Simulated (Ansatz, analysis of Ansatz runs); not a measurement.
# Y2S2O (P2_1/c), nudged elastic band: V_S hop (3.4 Å) (q = +2), part 2 of 3

Aim: the barrier of one jump in Y2S2O (P2_1/c) at charge +2: V_S hop (3.4 Å). The model is a cell of 40 host atoms with 1 S taken out; S is the atom that moves.

Ansatz 0.2.0; plane-wave PAW DFT, LDA; nudged elastic band between two relaxed defect structures at fixed charge in a uniform background.

So far: The structure; Relaxation of the start point, charge +2.

**3. Relaxation of the end point, charge +2**

Level of this step: plane-wave PAW DFT, LDA; relaxation of all atoms of a defect supercell at fixed charge in a uniform background (Ansatz).

The end point is relaxed in the same cell and settings, so that the two energies compare.

qp2.end/input.yaml

```yaml
crystal:
  lattice:
    - [-1.13015356, 6.77967323, 6.6421666]
    - [6.96905613, 0.0, 6.61852732]
    - [8.0992097, 6.77967323, -0.02363928]
  atoms:
    - { symbol: "Y", position: [0.41656442, 0.33381268, 0.52911365] }
    - { symbol: "Y", position: [0.91656442, 0.83381268, 0.02911365] }
    - { symbol: "Y", position: [0.02911365, 0.72050926, 0.41656442] }
    - { symbol: "Y", position: [0.52911365, 0.22050926, 0.91656442] }
    - { symbol: "Y", position: [0.08343558, 0.16618732, 0.97088635] }
    - { symbol: "Y", position: [0.58343558, 0.66618732, 0.47088635] }
    - { symbol: "Y", position: [0.47088635, 0.77949074, 0.08343558] }
    - { symbol: "Y", position: [0.97088635, 0.27949074, 0.58343558] }
    - { symbol: "Y", position: [0.05592476, 0.62391369, 0.80025064] }
    - { symbol: "Y", position: [0.55592476, 0.12391369, 0.30025064] }
    - { symbol: "Y", position: [0.30025064, 0.51991091, 0.05592476] }
    - { symbol: "Y", position: [0.80025064, 0.01991091, 0.55592476] }
    - { symbol: "Y", position: [0.44407524, 0.87608631, 0.69974936] }
    - { symbol: "Y", position: [0.94407524, 0.37608631, 0.19974936] }
    - { symbol: "Y", position: [0.19974936, 0.98008909, 0.44407524] }
    - { symbol: "Y", position: [0.69974936, 0.48008909, 0.94407524] }
    - { symbol: S, position: [0.16263204, 0.8073203, 0.11562368] }
    - { symbol: S, position: [0.66263204, 0.3073203, 0.61562368] }
    - { symbol: S, position: [0.23768224, 0.18941516, 0.12924741] }
    - { symbol: S, position: [0.73768224, 0.68941516, 0.62924741] }
    - { symbol: S, position: [0.26231776, 0.31058484, 0.37075259] }
    - { symbol: S, position: [0.76231776, 0.81058484, 0.87075259] }
    - { symbol: S, position: [0.37075259, 0.5563448, 0.76231776] }
    - { symbol: S, position: [0.87075259, 0.0563448, 0.26231776] }
    - { symbol: S, position: [0.11562368, 0.41442398, 0.66263204] }
    - { symbol: S, position: [0.61562368, 0.91442398, 0.16263204] }
    - { symbol: S, position: [0.630952, 0.445065, 0.235612] }
    - { symbol: S, position: [0.83736796, 0.1926797, 0.88437632] }
    - { symbol: S, position: [0.38437632, 0.08557602, 0.83736796] }
    - { symbol: S, position: [0.88437632, 0.58557602, 0.33736796] }
    - { symbol: S, position: [0.12924741, 0.9436552, 0.73768224] }
    - { symbol: O, position: [0.43980694, 0.91052819, 0.4728954] }
    - { symbol: O, position: [0.93980694, 0.41052819, 0.9728954] }
    - { symbol: O, position: [0.0271046, 0.82323053, 0.56019306] }
    - { symbol: O, position: [0.5271046, 0.32323053, 0.06019306] }
    - { symbol: O, position: [0.06019306, 0.58947181, 0.0271046] }
    - { symbol: O, position: [0.56019306, 0.08947181, 0.5271046] }
    - { symbol: O, position: [0.4728954, 0.67676947, 0.93980694] }
    - { symbol: O, position: [0.9728954, 0.17676947, 0.43980694] }
total_charge: 2
basis:
  ecutwfc: 420
  xc_grid: 2
hamiltonian:
  xc: lda
kpoints:
  mp_grid: { grid: [1, 1, 1] }
scf:
  occupations: { method: fixed }
  max_iter: 60
output:
  forces: true
relax:
  f_tol: 0.02
  max_steps: 70
  random_displacement: { amplitude: 0.03, seed: 4921 }
```

On the command line:

```bash
$ ansatz run input.yaml --threads 4 --pin off --max-ram 7536MiB --backend cpu --events-out ev --progress --plain --runs-dir out
```

Numbers of over 12 decimals in the logs are rounded to 6 here.

The log of the run:

```text
[...]
Crystal: 39 atoms, lattice volume = 729.080 Å³
Basis set: ecut = 420 eV, 14223 PW (Γ), exchange–correlation on 128×144×144 points (8 copies of the dense FFT grid, shifted against one another)
Bands: 195, of which v1, the nominal top of the filled ones, is band 156 counted from 1 (155 counted from 0)
Symmetry: 1 space group operations
k-points: 1
[...]
SCF iter   1: F=—  HF=-77520.733507 eV  |F-HF|=—  |Δ(HF+E_count)|=         —  Δρ=1.17e-2  dr2=4.42e0  ethr=1.77e-3  ⟨swp⟩=4.0  Hψ=558  notcnv=0  defer=35
[...]
SCF iter   9: F=-77519.420997 eV  HF=-77519.420997 eV  |F-HF|=1.52e-7  |Δ(HF+E_count)|=   3.38e-7  Δρ=7.12e-6  dr2=3.65e-7  ethr=3.21e-9  ⟨swp⟩=3.0  Hψ=494  notcnv=0
SCF 1 converged in 9 iterations: F = -77519.420997 eV  dr2 = 3.65e-7
[...]
- { symbol: S, position: [0.660744, 0.306079, 0.617383] }
    - { symbol: S, position: [0.234155, 0.186303, 0.133305] }
    - { symbol: S, position: [0.737467, 0.683688, 0.631129] }
    - { symbol: S, position: [0.264976, 0.306738, 0.372289] }
    - { symbol: S, position: [0.767933, 0.814680, 0.864991] }
    - { symbol: S, position: [0.373909, 0.552830, 0.757032] }
    - { symbol: S, position: [0.862564, 0.064881, 0.260022] }
[...]
- { symbol: S, position: [0.838081, 0.189480, 0.889979] }
    - { symbol: S, position: [0.385096, 0.083940, 0.835038] }
    - { symbol: S, position: [0.886712, 0.586293, 0.334535] }
    - { symbol: S, position: [0.127296, 0.949411, 0.740734] }
    - { symbol: O, position: [0.436163, 0.900493, 0.472786] }
    - { symbol: O, position: [0.942378, 0.414033, 0.969801] }
    - { symbol: O, position: [0.040121, 0.828385, 0.546594] }
    - { symbol: O, position: [0.526642, 0.320587, 0.061945] }
    - { symbol: O, position: [0.062190, 0.592084, 0.024970] }
    - { symbol: O, position: [0.559953, 0.080651, 0.528029] }
    - { symbol: O, position: [0.476664, 0.672249, 0.936062] }
    - { symbol: O, position: [0.966121, 0.185512, 0.441050] }
[key lines of the parts left out:]
SCF converged after 3 iterations
Free energy (F): -77520.924912 eV
Fermi energy:    8.840745 eV
```

It took 14 s on 4 threads of Arm Neoverse V1, shared host; peak memory 0.71 GiB; 52 s of CPU time.

Relaxation path:

```csv
step,energy less that of the first step (eV),largest force component (eV/Å)
1,0.0000,2.0090
2,-1.2896,0.5252
3,-1.4507,0.2332
4,-1.5010,0.1010
5,-1.5039,0.0197
6,-1.5039,0.0197
```

The atoms that moved most (Å, from the sites as typed, ahead of the random displacement):

```csv
atom,dx,dy,dz,length
Y15,0.175,-0.056,0.101,0.209
S17,0.056,0.198,0.007,0.206
Y3,0.102,-0.138,-0.075,0.187
S27,0.182,-0.001,0.004,0.182
Y7,-0.124,-0.061,0.085,0.162
O34,-0.089,-0.005,0.121,0.150
Y1,-0.089,0.076,-0.086,0.145
S25,-0.013,-0.037,0.138,0.144
```

Neighbours of S27 at the end:

```csv
atom,distance (Å)
Y7,2.686
Y14,2.787
Y1,2.819
Y16,2.886
O38,3.228
O37,3.272
Y10,3.277
O35,3.364
```

Read from the output:

```yaml
free_energy: -77520.9249 eV
largest_move_from_the_ideal_geometry_of_this_structure_a_common_shift_of_the_far_atoms_taken_out: 0.2045 Å
```

The relaxation gained 1.504 eV and ended with a largest force component of 0.020 eV/Å. The end lies 0.159 eV above the start.

[end of part 2 of 3]

[Logs are printed without paths, hosts, clocks, repeated set-up lines and the standing remarks that a program may print on its own settings, such as how far it seeks lower states.]

[Hosts, paths, dates, database ids (printed as entryN), source tags and the programs' standing remarks are cut or masked in the printed files.]
